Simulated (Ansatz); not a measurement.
# NaF (Villiaumite, Fm-3m): thermal expansion from first principles

Wanted: α(T), C_P(T) and B(T) of NaF (Villiaumite) in the quasi-harmonic approximation.

What experiment has found for this phase:
- volume expansion coefficient 95.1 1e-6/K and heat capacity C_P per formula unit 46.9 J/mol/K near room temperature (given in “High-Throughput Prediction of Finite-Temperature Properties using the Quasi-Harmonic Approximation”, 2016, arXiv:1603.06924)
- volume expansion coefficient 102.6 1e-6/K near room temperature (given in “Descriptors for thermal expansion in solids”, 2017, arXiv:1701.03966)

Main program and level: Ansatz 0.2.0; DFT LDA, scalar-relativistic, plane waves, PAW, in the first sound run; inputs show where later runs differ.

## 1. Starting point

The structure is cubic, space group Fm-3m (No. 225). The conventional cell has a = 4.640 Å, b = 4.640 Å, c = 4.640 Å, α = 90.00°, β = 90.00°, γ = 90.00°. Na has 6 F at 2.32 Å nearest. Nearest to F lie 6 Na at 2.32 Å. Farther neighbours and most contacts between anions are not listed.

## 2. Probe on a coarse mesh

Before spending time, one coarse run tells the gap and the pressure of the starting cell.

The input, input.yaml:

```yaml
crystal:
  lattice:
    - [0.0, 2.32, 2.32]
    - [2.32, 0.0, 2.32]
    - [2.32, 2.32, 0.0]
  atoms:
    - { symbol: Na, position: [0.0, 0.0, 0.0] }
    - { symbol: F, position: [0.5, 0.5, 0.5] }
kpoints:
  mp_grid: { grid: [6, 6, 6] }
hamiltonian:
  xc: lda
scf:
  occupations: { method: gaussian, width: 0.1 }
  lower_state_search: "off"
output:
  forces: true
  stress: true
  eigenvalues: true
```

Started as:

```console
$ ansatz run input.yaml --threads 4 --pin off --max-ram 16384MiB --backend cpu --events-out ev --progress --plain --runs-dir out
```

Numbers of over 12 decimals in the logs are rounded to 6 here.

The log of the run:

```text
Engine: ansatz 0.2.0, aarch64-unknown-linux-gnu
Pseudopotentials: kind: paw
Pseudopotential: Na, paw, valence charge 9, recommended cutoff 420 eV (normal), Na.paw.azcp
Pseudopotential: F, paw, valence charge 7, recommended cutoff 420 eV (normal), F.paw.azcp
Functional definition: SPW92
  exchange = slater_x
  correlation = pw_c
Crystal: 2 atoms, lattice volume = 24.974 Å³
Basis set: ecut = 420 eV, 531 PW (Γ)
Bands: 12, of which v1, the nominal top of the filled ones, is band 8 counted from 1 (7 counted from 0)
Symmetry: 48 space group operations
Space group: Fm-3m (ITA 225), of the structure as read, at distance tolerance 2.9e-5 Å
k-points: 16 of 216
Non-local potential: Na, projectors of the file, l = 0: 3, l = 1: 2, l = 2: 1
Non-local potential: F, projectors of the file, l = 0: 2, l = 1: 2, l = 2: 1
PAW form: soft (Blöchl's): semilocal exchange-correlation on the pseudo side does not see the compensation charge
PAW frozen core: Na, regenerated for the run's functional, and the local potential with it (the file was generated under x = pbe(κ = 0.804, μ = 0.219515), c = pbe(β = 0.066725))
PAW frozen core: F, regenerated for the run's functional, and the local potential with it (the file was generated under x = pbe(κ = 0.804, μ = 0.219515), c = pbe(β = 0.066725))
PAW one-centre angular grid: Na, 110 points (default); XC on 64 Gauss nodes
PAW one-centre angular grid: F, 110 points (default); XC on 64 Gauss nodes
Initial density: superposition of atomic densities (neutral atoms: chi_scale 0, normalization atom), corrected by the library's trained network
Initial wavefunctions: pseudopotential atomic-orbital guess
Functional: x = slater, c = lda
SCF iter   1: F=—  HF=-2263.082490 eV  |F-HF|=—  |Δ(HF+E_count)|=         —  Δρ=1.89e-2  dr2=6.27e-2  ethr=1.77e-3  ⟨swp⟩=5.0  Hψ=1033  notcnv=0
preconditioner: auto → none  [insulator: Δε(μ)=5.678 eV  Ē_g=25.662 eV  σ=0.100 eV  W_gap=1.00  n_scr=8 (ndim 8)  ℏωp=27.8 eV  f_vac=0.108  D(μ)=0.00/eV (n_scr^D=0)  ε∞_Penn≈2.2]
SCF iter   2: F=—  HF=-2263.063561 eV  |F-HF|=—  |Δ(HF+E_count)|=   1.89e-2  Δρ=1.02e-2  dr2=1.22e-2  ethr=3.92e-4  ⟨swp⟩=2.0  Hψ=431  notcnv=0
SCF iter   3: F=—  HF=-2263.059674 eV  |F-HF|=—  |Δ(HF+E_count)|=   3.89e-3  Δρ=1.42e-3  dr2=3.68e-4  ethr=7.64e-5  ⟨swp⟩=2.0  Hψ=282  notcnv=0
SCF iter   4: F=—  HF=-2263.059527 eV  |F-HF|=—  |Δ(HF+E_count)|=   1.47e-4  Δρ=4.42e-4  dr2=1.57e-5  ethr=2.30e-6  ⟨swp⟩=2.1  Hψ=318  notcnv=0
SCF iter   5: F=—  HF=-2263.059524 eV  |F-HF|=—  |Δ(HF+E_count)|=   3.36e-6  Δρ=4.02e-5  dr2=2.93e-7  ethr=9.84e-8  ⟨swp⟩=2.0  Hψ=242  notcnv=0
SCF iter   6: F=-2263.059524 eV  HF=-2263.059524 eV  |F-HF|=2.25e-9  |Δ(HF+E_count)|=   5.95e-8  Δρ=4.09e-6  dr2=2.51e-9  ethr=6.25e-10  ⟨swp⟩=4.9  Hψ=791  notcnv=0
SCF 1 converged in 6 iterations: F = -2263.059524 eV  dr2 = 2.51e-9
  greatest PAW one-centre occupation: 0.999 electrons in one spin orbital (limit 2), on the Na atom at site 0 (counted from 0), in its partial waves of l = 0
SCF converged after 6 iterations
Free energy (F): -2263.059524 eV
Harris-Foulkes:  -2263.059524 eV  (|F-HF|=2.25e-9)
Internal energy: -2263.059524 eV  (E = F + TS)
E sigma→0 (E₀):  -2263.059524 eV
Fermi energy:    3.524330 eV
--- Per-component energies (eV) ---
  E_band       = -237.960071
  E_kinetic    = 326.876782
  E_local      = -1692.918076  (includes V_loc(G=0)·N_el)
  E_nonlocal   = 192.419376
  E_hartree    = 597.257191
  E_xc         = -116.991909
  E_vxc        = -151.724471  (∫ρ·V_xc dr)
  E_paw        = -432.048104  (= ΣΔE_a)
  E_vpaw       = -107.128540  (= ΣTr[D̂ρ^β])
  E_aug_tail   = 0.001975  (compensation charges beyond the density's cutoff)
  E_ewald      = -1137.910901
  E_core_change = 0.254142  (= ΣΔE_core)
  E_smearing   = -0.000000  (= −TS)
  E_closure    = 0.000000  (closes the sum)
  Σ components = -2263.059524   (vs F -2263.059524, Δ=0.00e0)
--- Forces (eV/Å), atoms counted from 1 ---
  atom   1  Na    -0.00000000     0.00000000    -0.00000000
  atom   2  F      0.00000000     0.00000000    -0.00000000
  max |Σ_I F_I| component: 2.63e-29 eV/Å
--- Stress (GPa, compression-positive) ---
       -4.470412       0.000000      -0.000000
       -0.000000      -4.470412       0.000000
       -0.000000       0.000000      -4.470412
  P = ⅓ Tr σ = -4.4704 GPa (-44.704 kbar)
--- Band table (eV; the first three rows and the last of 16) ---
  k-point 0: bands = [... 4 lower, -18.2153, 0.5448, 0.5448, 0.5448, 6.5020, 19.0768, 19.0768, 19.0768]
  k-point 1: bands = [... 4 lower, -17.7883, 0.0386, 0.4788, 0.4788, 7.4358, 16.5949, 19.4762, 19.4762]
  k-point 2: bands = [... 4 lower, -17.4391, -0.7602, 0.3490, 0.3490, 9.4047, 14.1025, 20.0977, 20.0977]
  k-point 15: bands = [... 4 lower, -17.6695, -0.5741, -0.1251, -0.0012, 13.3043, 13.3652, 14.7456, 17.8629]
```

Wall time 0.71 s (4 threads of Arm Neoverse V2, shared host); peak memory 0.23 GiB.

A gap read on the k-mesh alone can miss the band edges.

Numbers from this step:

| Item | Value |
| --- | --- |
| pressure | -4.470 GPa |
| gap on the k-mesh | 5.957 eV |
| volume per atom | 12.49 Å³/atom |

The start is under -4.5 GPa at this level and looks like an insulator or semiconductor on this mesh.

## 3. Relaxation

Phonons are second derivatives about a minimum, so cell and atoms are relaxed first, inside the symmetry of the start.

input.yaml, the sections that differ from step 2:

```yaml
kpoints:
  mp_grid: { grid: [8, 8, 8] }
scf:
  occupations: { method: gaussian, width: 0.02 }
  lower_state_search: "off"
relax:
  adjacent_minimum: "off"
  f_tol: 0.005
  max_steps: 80
  cell: { stress_tol: 0.05 }
# crystal, hamiltonian, output: as in step 2
```

The log of the run:

```text
[...]
Crystal: 2 atoms, lattice volume = 24.974 Å³
Basis set: ecut = 420 eV, 531 PW (Γ)
Bands: 12, of which v1, the nominal top of the filled ones, is band 8 counted from 1 (7 counted from 0)
Symmetry: 48 space group operations
[...]
k-points: 29 of 512
[...]
SCF iter   1: F=—  HF=-2263.082234 eV  |F-HF|=—  |Δ(HF+E_count)|=         —  Δρ=1.89e-2  dr2=6.27e-2  ethr=1.77e-3  ⟨swp⟩=5.8  Hψ=1939  notcnv=0
[...]
SCF iter   6: F=-2263.059272 eV  HF=-2263.059272 eV  |F-HF|=2.76e-9  |Δ(HF+E_count)|=   5.94e-8  Δρ=4.41e-6  dr2=3.04e-9  ethr=6.25e-10  ⟨swp⟩=5.0  Hψ=1479  notcnv=0
SCF 1 converged in 6 iterations: F = -2263.059272 eV  dr2 = 3.04e-9
[...]
relax step   1: F+E_penalty+E_count = -2263.05927236 eV  Δ(F+E_penalty+E_count) = +0.000e0 eV  max|allowed force component| = 2.240e-29 eV/Å  Δτ_max = 0.0000 Å  P = -4.472 GPa  Ω = 24.974 Å³  (6 SCF iters, dr2 threshold 1.00e-7 eV, accepted)
Crystal: 2 atoms, lattice volume = 24.174 Å³
Basis set: ecut = 420 eV, 459 PW (Γ)
[...]
iter 1 solved again at ethr=1.47e-5 eV; its pass at ethr=3.10e-3 eV (dr2=2.35e-3 eV) is discarded
[...]
SCF iter   5: F=-2263.081200 eV  HF=-2263.081200 eV  |F-HF|=7.78e-9  |Δ(HF+E_count)|=   1.70e-6  Δρ=2.71e-5  dr2=1.06e-7  ethr=1.25e-9  ⟨swp⟩=3.3  Hψ=1520  notcnv=0
SCF 2 converged in 5 iterations: F = -2263.081200 eV  dr2 = 1.06e-7
relax step   2: F+E_penalty+E_count = -2263.08119993 eV  Δ(F+E_penalty+E_count) = -2.193e-2 eV  max|allowed force component| = 5.627e-29 eV/Å  Δτ_max = 0.0000 Å  P = -2.853 GPa  Ω = 24.174 Å³  energy of the carried Pulay correction = +3.531e-3 eV  (5 SCF iters, dr2 threshold 2.00e-7 eV, accepted)
Crystal: 2 atoms, lattice volume = 22.881 Å³
[...]
SCF iter   6: F=-2263.097819 eV  HF=-2263.097819 eV  |F-HF|=1.17e-10  |Δ(HF+E_count)|=   2.61e-8  Δρ=4.06e-6  dr2=2.19e-9  ethr=1.25e-9  ⟨swp⟩=5.0  Hψ=1573  notcnv=0
SCF 3 converged in 6 iterations: F = -2263.097819 eV  dr2 = 2.19e-9
relax step   3: F+E_penalty+E_count = -2263.09781860 eV  Δ(F+E_penalty+E_count) = -1.662e-2 eV  max|allowed force component| = 1.070e-29 eV/Å  Δτ_max = 0.0000 Å  P = +0.346 GPa  Ω = 22.881 Å³  energy of the carried Pulay correction = +9.480e-3 eV  (6 SCF iters, dr2 threshold 2.00e-7 eV, accepted)
[...]
relax step   4: F+E_penalty+E_count = -2263.09732431 eV  Δ(F+E_penalty+E_count) = +4.943e-4 eV  max|allowed force component| = 2.069e-29 eV/Å  Δτ_max = 0.0000 Å  P = -0.024 GPa  Ω = 23.014 Å³  energy of the carried Pulay correction = +8.853e-3 eV  (5 SCF iters, dr2 threshold 2.00e-7 eV, accepted)
[...]
relax step   5: F+E_penalty+E_count = -2263.09201773 eV  Δ(F+E_penalty+E_count) = +5.307e-3 eV  max|allowed force component| = 1.021e-29 eV/Å  Δτ_max = 0.0000 Å  P = -0.509 GPa  Ω = 23.014 Å³  stress off target by 5.09e-1 GPa  SCF on the basis re-selected at this cell (its energy is not comparable with the rows above)  (6 SCF iters)
[...]
relax step   6: F+E_penalty+E_count = -2263.09310627 eV  Δ(F+E_penalty+E_count) = -1.089e-3 eV  max|allowed force component| = 1.155e-29 eV/Å  Δτ_max = 0.0000 Å  P = -0.003 GPa  Ω = 22.836 Å³  energy of the carried Pulay correction = +8.019e-4 eV  (5 SCF iters, dr2 threshold 2.00e-7 eV, accepted)
[...]
SCF iter   5: F=-2263.092405 eV  HF=-2263.092405 eV  |F-HF|=2.73e-12  |Δ(HF+E_count)|=  8.19e-12  Δρ=1.95e-7  dr2=2.35e-12  ethr=1.00e-12  ⟨swp⟩=5.0  Hψ=1229  notcnv=0
SCF 7 converged in 5 iterations: F = -2263.092405 eV  dr2 = 2.35e-12
relax step   7: F+E_penalty+E_count = -2263.09240455 eV  Δ(F+E_penalty+E_count) = +7.017e-4 eV  max|allowed force component| = 1.070e-29 eV/Å  Δτ_max = 0.0000 Å  P = -0.042 GPa  Ω = 22.836 Å³  stress off target by 4.20e-2 GPa  SCF on the basis re-selected at this cell (its energy is not comparable with the rows above)  (5 SCF iters)
[...]
SCF converged after 5 iterations
Free energy (F): -2263.092405 eV
[...]
Internal energy: -2263.092405 eV  (E = F + TS)
E sigma→0 (E₀):  -2263.092405 eV
Fermi energy:    4.473698 eV
[...]
--- Stress (GPa, compression-positive) ---
       -0.042013      -0.000000      -0.000000
       -0.000000      -0.042013      -0.000000
       -0.000000      -0.000000      -0.042013
  P = ⅓ Tr σ = -0.0420 GPa (-0.420 kbar)
--- Band table (eV; the first three rows and the last of 29) ---
  k-point 0: bands = [... 4 lower, -17.2983, 1.2460, 1.2460, 1.2460, 7.7013, 20.3966, 20.3966, 20.3966]
  k-point 1: bands = [... 4 lower, -17.0514, 0.8999, 1.1997, 1.1997, 8.2867, 18.6101, 20.6727, 20.6727]
  k-point 2: bands = [... 4 lower, -16.7160, 0.2002, 1.0880, 1.0880, 9.6655, 16.5236, 21.3116, 21.3116]
  k-point 28: bands = [... 4 lower, -16.7580, 0.2379, 0.2379, 0.5731, 14.6204, 14.6204, 17.0579, 18.7937]
--- Relaxed structure (5 steps of the walk, 5 accepted, 2 SCFs on fresh bases) ---
  F+E_penalty+E_count = -2263.09240455 eV   max|allowed force component| = 1.070e-29 eV/Å   (the final SCF, on the basis selected at the relaxed cell)
  cell:  # Å, volume = 22.8360 Å³
    - [0, 2.251800, 2.251800]
    - [2.251800, 0, 2.251800]
    - [2.251800, 2.251800, 0]
  atoms:
    - { symbol: Na, position: [0, 0, 0] }
    - { symbol: F, position: [0.5, 0.5, 0.5] }
```

It took 1.6 s on 4 threads; peak memory 0.27 GiB; 4.7 s of CPU time.

Relaxation path:

| step | energy less that of the first step (eV) | largest force component (eV/Å) | pressure (GPa) | volume (Å³) |
| --- | --- | --- | --- | --- |
| 1 | 0.0000 | 0.0000 | -4.47 | 24.97 |
| 2 | -0.0219 | 0.0000 | -2.85 | 24.17 |
| 3 | -0.0385 | 0.0000 | 0.35 | 22.88 |
| 4 | -0.0381 | 0.0000 | -0.02 | 23.01 |
| 5* | -0.0327 | 0.0000 | -0.51 | 23.01 |
| 6 | -0.0338 | 0.0000 | 0.00 | 22.84 |
| 7* | -0.0331 | 0.0000 | -0.04 | 22.84 |

Relaxation steps marked * repeat the geometry before them on a plane-wave basis chosen anew for their cell, so energy and pressure can jump there.

Forces are held to the 48 operations that the run works with; a distortion that breaks them can't arise in this run.

```csv
"conventional cell, symmetrised",before,after,change
a (Å),4.640,4.504,-2.9 %
b (Å),4.640,4.504,-2.9 %
c (Å),4.640,4.504,-2.9 %
volume (Å³/atom),12.49,11.42,-8.6 %
```

The relaxed structure:

```cif
data_structure
_symmetry_space_group_name_H-M 'P 1'
_symmetry_Int_Tables_number 1
_cell_length_a 3.1845
_cell_length_b 3.1845
_cell_length_c 3.1845
_cell_angle_alpha 60.000
_cell_angle_beta 60.000
_cell_angle_gamma 60.000
_cell_volume 22.84
loop_
_atom_site_label
_atom_site_type_symbol
_atom_site_fract_x
_atom_site_fract_y
_atom_site_fract_z
_atom_site_occupancy
Na1 Na 0.00000 0.00000 0.00000 1
F2 F 0.50000 0.50000 0.50000 1
```

Numbers from this step:

```yaml
pressure: -0.04201 GPa
gap_on_the_k_mesh: 6.455 eV
volume_per_atom: 11.42 Å³/atom
```

The relaxation ends with a pressure of -0.04 GPa.

[end of part 1 of 5]

[Logs are printed without paths, hosts, clocks, repeated set-up lines and the standing remarks that a program may print on its own settings, such as how far it seeks lower states.]

[Hosts, paths, dates, database ids (printed as entryN), source tags and the programs' standing remarks are cut or masked in the printed files.]

[A step with changed settings may run another functional than the one named; its input shows which.]
